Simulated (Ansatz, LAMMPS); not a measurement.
# Binding curve of amorphous film on crystalline C with 5 % Si on C sites, (100) (216 atoms)

The cell holds 216 atoms: 205 C and 11 Si. Its edges and angles: a = 10.698 Å, b = 10.698 Å, c = 22.983 Å, α = 90.0°, β = 90.0°, γ = 90.0°. It derives from C and Si (diamond C). The starting structure: A 3 x 3 x 3 block of diamond C (a = 3.566 Å), 5 % of C replaced at random by Si with its (100) planes normal to z; the lower 33 % held fixed, the rest melted at 8000 K for 10 ps and cooled to 500 K at 100 K/ps with the Tersoff potential (Tersoff, Phys. Rev. B 39, 5566 (1989)); then all atoms free for 10 ps at 500 K, under 12 Å of vacuum. Minimised at fixed cell. Regions: crystal, 72 atoms (69 C and 3 Si); amorphous, 144 atoms (136 C and 8 Si). Vacuum lies along c.

Calculated with Ansatz 0.2.0: Kohn-Sham DFT, PBE, PAW (set soft_2), plane waves; cutoff 420 eV, Γ point, fermi-dirac smearing of 0.05 eV. The upper part is moved rigidly along the normal by z from its relaxed place. Energies are the whole cell less its two frozen parts, over the face of 114.4 Å².

```
shift z (Å)  interaction energy (meV/Å²)
       -0.3                       -704.6
       +0.0                       -950.5
       +0.3                       -790.4
       +0.8                       -319.6
       +1.6                            ?
       +3.0                     -0.07553
```

**Question.** Fit the universal binding curve to the rows given and interpolate to the withheld row.

Worked fit:

The universal binding curve is E(z) = −D (1 + z/l) exp(−z/l), whose curvature at z = 0 is D/l². The depth is D = 950.5 meV/Å². The three points about zero give the curvature [E(+0.3) + E(−0.3) − 2E(0)] / 0.3² = 4512 meV/Å⁴, so l = √(D / curvature) = 0.459 Å. At z = 1.6 Å, z/l = 3.486.

Prediction at +1.6: -130.6 meV/Å². The run gave -28.54 meV/Å², so the fit is low by 102 meV/Å² (11 % of the range of the table).

At the last row, z = 3 Å, the curve gives -10.4 against -0.0755 meV/Å² computed. Among the rows given, the largest miss of the fit is at +0.8, by 137 meV/Å² (14 % of the range of the table).

Limits: The parts are rigid, and they also feel their periodic images through the vacuum. The functional has no dispersion term, so long-range attraction between the parts is missing. The slab bears a dipole and has periodic images along its normal, so a spurious field crosses the vacuum. Only the Γ point is sampled, in a cell whose shortest periodic width is 11 Å, which is coarse for a cell with partly filled levels.

[Long decimals in the printed logs are rounded to 6 places.]

[Logs are printed without paths, hosts, clocks, repeated set-up lines and the standing remarks that a program may print on its own settings, such as how far it seeks lower states.]

[Hosts, paths, dates, database ids (printed as entryN), source tags and the programs' standing remarks are cut or masked in the printed files.]
